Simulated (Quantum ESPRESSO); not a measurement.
# AlN, zinc blende: band edges under a change of volume

How fast do the gaps move when the cell is scaled evenly?

Calculated with Quantum ESPRESSO 7.5, PBEsol, GBRV 1.5 ultrasoft potentials, cutoff 680 eV, Fermi–Dirac smearing 0.02 eV, k-mesh 11×11×11, no spin polarisation, no spin-orbit coupling.

Reference cell, relaxed at zero pressure with PBEsol (F-43m): a = 3.0967 Å, b = 3.0967 Å, c = 3.0967 Å, α = 60.00°, β = 60.00°, γ = 60.00°.

```csv
atom,x,y,z
Al,0.0000,0.0000,0.0000
N,0.7500,0.7500,0.7500
```

Levels are read on the k-mesh and along lines from Γ to X = (0.5, 0, 0.5), L = (0.5, 0.5, 0.5), K = (0.375, 0.375, 0.75) and W = (0.5, 0.25, 0.75) in the reciprocal basis of this cell (the letters only name these points), and count from the highest filled level.

```
ln(V/V0)  gap (eV)  direct gap at Γ (eV)  lowest empty at X (eV)
 −0.0619     3.202                 4.583                   3.202
 −0.0408     3.194                 4.394                   3.194
 −0.0202     3.186                 4.212                   3.186
  0.0000     3.177                 4.036                   3.177
  0.0198     3.168                 3.866                   3.168
  0.0583     3.149                 3.541                   3.149
```

**Question.** Fit the direct gap at Γ and give it at ln(V/V0) = 0.0392, a row left out above.

A straight line through the 6 rows: the means are −0.007467 for ln(V/V0) and 4.1053 for the level, Σ(Δx)² = 0.009361 and ΣΔxΔy = −0.08114, so the slope is −0.08114/0.009361 = −8.6681 and the intercept 4.1053 − (−8.6681)(−0.007467) = 4.0406.

The slope is the volume deformation potential of this gap, −8.67 eV, as a mean over the range. The line gives 3.701 eV. The run itself gives 3.701 eV, so the estimate misses by 0.000 eV; the fitted rows themselves lie up to 0.006 eV off the law.

The gap lies below the direct one at Γ in every row. Semilocal functionals give gaps that are too small, and the error differs from valley to valley, so the order of close valleys can be wrong too.

[Logs are printed without paths, hosts, clocks, repeated set-up lines and the standing remarks that a program may print on its own settings, such as how far it seeks lower states.]
